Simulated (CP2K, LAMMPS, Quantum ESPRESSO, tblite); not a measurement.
# How far do other methods lie from plane waves? Glassy B2O3 (150 atoms)

Aim: forces, pressure and gap of glassy B2O3 (150 atoms) at one geometry, from other programs and methods, against plane-wave PBE.

Results are calculated, not measured.

### 1. The cell

The cell holds 150 atoms (60 B and 90 O), with edges of 12.04, 12.04 and 12.04 Å. Recipe: 150 atoms (60 B, 90 O) placed at random at 1.93 g/cm³, melted at 3000 K for 20 ps at fixed volume with the Buckingham and Coulomb pair potential of Guillot and Sator (Geochim. Cosmochim. Acta 71, 1249 (2007)) with the boron terms of Wang et al. (J. Non-Cryst. Solids 498, 294 (2018)). Quenched from 3000 K to 300 K at 100 K/ps and fixed volume, held 10 ps at zero pressure. The density is 1.99 g/cm³.

### 2. The reference input

Quantum ESPRESSO 7.5: Kohn-Sham DFT, PBE, SSSP efficiency 1.3.0 pseudopotentials, plane waves. Its input, pw.in:

```
&control
  calculation = 'scf'
  pseudo_dir = './pseudo'
  outdir = './tmp'
  disk_io = 'none'
  tprnfor = .true.
  tstress = .true.
/
&system
  ibrav = 0
  nat = 150
  ntyp = 2
  ecutwfc = 60
  ecutrho = 480
  nosym = .true.
  occupations = 'smearing'
  smearing = 'fd'
  degauss = 0.003675
/
&electrons
  conv_thr = 7.5e-07
  electron_maxstep = 100
  mixing_beta = 0.4
  mixing_mode = 'plain'
  diagonalization = 'david'
/
ATOMIC_SPECIES
B 10.810 B.upf
O 15.999 O.upf
CELL_PARAMETERS angstrom
12.04324 0.00000 0.00000
0.00000 12.04324 0.00000
0.00000 0.00000 12.04324
ATOMIC_POSITIONS crystal
B 0.87755 0.20773 0.45938
B 0.40125 0.40212 0.47854
B 0.44234 0.62050 0.61648
B 0.45143 0.13926 0.09701
[... 144 atom lines left out ...]
O 0.57684 0.09896 0.73131
O 0.79739 0.91234 0.39105
K_POINTS gamma
```

```console
$ OMP_NUM_THREADS=1 mpirun -np 4 pw.x -in pw.in > output.txt
```

Wall time 5.6 min (4 MPI ranks of Arm Neoverse V1, shared host); peak memory 6.7 GiB; 22 min of CPU time.

It converged with an r.m.s. force component of 0.95 eV/Å and a pressure of -10 GPa.

Its highest filled and lowest empty levels lie 2.28 eV apart on its k-points.

### 3. The other programs

- CP2K 2026.2: Gaussian basis with GTH pseudopotentials and a plane-wave density; labels give functional, basis (MOLOPT sets; SR short-range, UZH the newer set with its own potentials), grid cutoff/relative cutoff and solver (OT: orbital transformation; TRS4, TC2, SIGN: linear-scaling purification with its sparsity filter), or its built-in tight binding.
- tblite 0.8.0: extended tight binding, driven from Python.

All use the same cell and atoms, and the electronic-structure runs the same k-mesh.

### 4. Side by side

Differences are against the reference: forces as r.m.s. over components, share as that over the reference's r.m.s. force, slope as the fitted ratio of a run's forces to the reference's.

```csv
run,"Δ force, r.m.s. (meV/Å)",share (%),slope,Δ pressure (GPa),Δ gap (eV),cores,CPU time,memory (GiB)
reference,-,-,-,-,-,4,22 min,6.7
"CP2K GFN1-xTB, OT DIIS",260,27.3,0.859,-4.03,-,2,11 s,0.36
"CP2K PBE, DZVP-UZH, 210/50 Ry, OT CG (coarse)",155,16.2,1.025,2.23,-0.156,4,17 min,1.8
"CP2K PBE, DZVP-UZH, 300/50 Ry, OT CG (coarse)",170,17.8,1.021,2.10,-0.154,4,18 min,2.1
"CP2K PBE, DZVP-UZH, 600/50 Ry, diagonalisation",93.6,9.82,1.025,1.82,-0.157,4,10 min,6.2
"CP2K PBE, SZV-MOLOPT-SR, 600/50 Ry, OT CG (coarse)",606,63.5,0.973,20.8,-0.804,2,11 min,2.2
"CP2K PBE, SZV-MOLOPT-SR, 600/50 Ry, SIGN filter 1e-03, SCF 1e-04 (coarse)",623,65.4,0.952,21.2,-,2,3.6 min,2.2
"CP2K PBE, SZV-MOLOPT-SR, 600/50 Ry, SIGN filter 1e-06, SCF 1e-06 (coarse)",608,63.8,0.973,20.9,-,2,11 min,2.2
"CP2K PBE, SZV-MOLOPT-SR, 600/50 Ry, SIGN filter 1e-07, SCF 1e-07 (coarse)",606,63.6,0.973,20.8,-,2,12 min,2.2
tblite GFN1-xTB,241,25.3,0.883,0.628,-,1,4.4 s,0.14
```

Rows marked coarse were listed beforehand as settings not expected to be converged; some can still land near the reference.

CPU time is summed over cores on shared hosts, so it is rough.

### 5. Findings

Forces lie from 9.8 % (CP2K PBE, DZVP-UZH, 600/50 Ry, diagonalisation) to 65 % (CP2K PBE, SZV-MOLOPT-SR, 600/50 Ry, SIGN filter 1e-03, SCF 1e-04, coarse) of the reference's r.m.s. force of 0.95 eV/Å away from it. The PBE run in local orbitals, coarse settings apart, differs by 9.8 % (CP2K PBE, DZVP-UZH, 600/50 Ry, diagonalisation); basis, grid and potentials can all enter. Tight binding differs by 25 % (tblite GFN1-xTB) to 27 % (CP2K GFN1-xTB, OT DIIS); it is another model, with fitted parameters of its own, and the xTB methods hold dispersion. Runs with settings chosen to be coarse differ by 16 % (CP2K PBE, DZVP-UZH, 210/50 Ry, OT CG) to 65 % (CP2K PBE, SZV-MOLOPT-SR, 600/50 Ry, SIGN filter 1e-03, SCF 1e-04), their programs' other errors included.

From CP2K PBE, DZVP-UZH, 210/50 Ry, OT CG to the finer CP2K PBE, DZVP-UZH, 600/50 Ry, diagonalisation the share falls from 16 to 9.8 %. Pressures at PBE, coarse settings apart, lie +1.82 GPa from the reference's. Gaps at PBE, coarse settings apart, lie -0.16 eV from the reference's.

Caveats: The reference's pressure holds the uncorrected Pulay stress of its 60 Ry basis, so small pressure differences may be the reference's own error. The quench rate of 100 K/ps is many orders above laboratory rates, so the cell is likely richer in defects and strain than a real sample. The network of bonds at the start is that of the classical potential that made the cell, and needn't be the one that DFT or experiment would give. The reference's stress is far from hydrostatic: its diagonal is -9.4, -12.6, -9.4 GPa, compression counted positive. The electronic-structure runs sample only Γ, in a cell whose shortest periodic width is 12 Å. Where levels are smeared, the DFT runs use Fermi–Dirac occupations at 580 K (0.05 eV), and energies are free energies. The reference's cutoffs and mesh weren't converged further here.

[Logs are printed without paths, hosts, clocks, repeated set-up lines and the standing remarks that a program may print on its own settings, such as how far it seeks lower states.]

[Hosts, paths, dates, database ids (printed as entryN), source tags and the programs' standing remarks are cut or masked in the printed files.]

[Cells were taken only where this reference lay near another plane-wave run.]
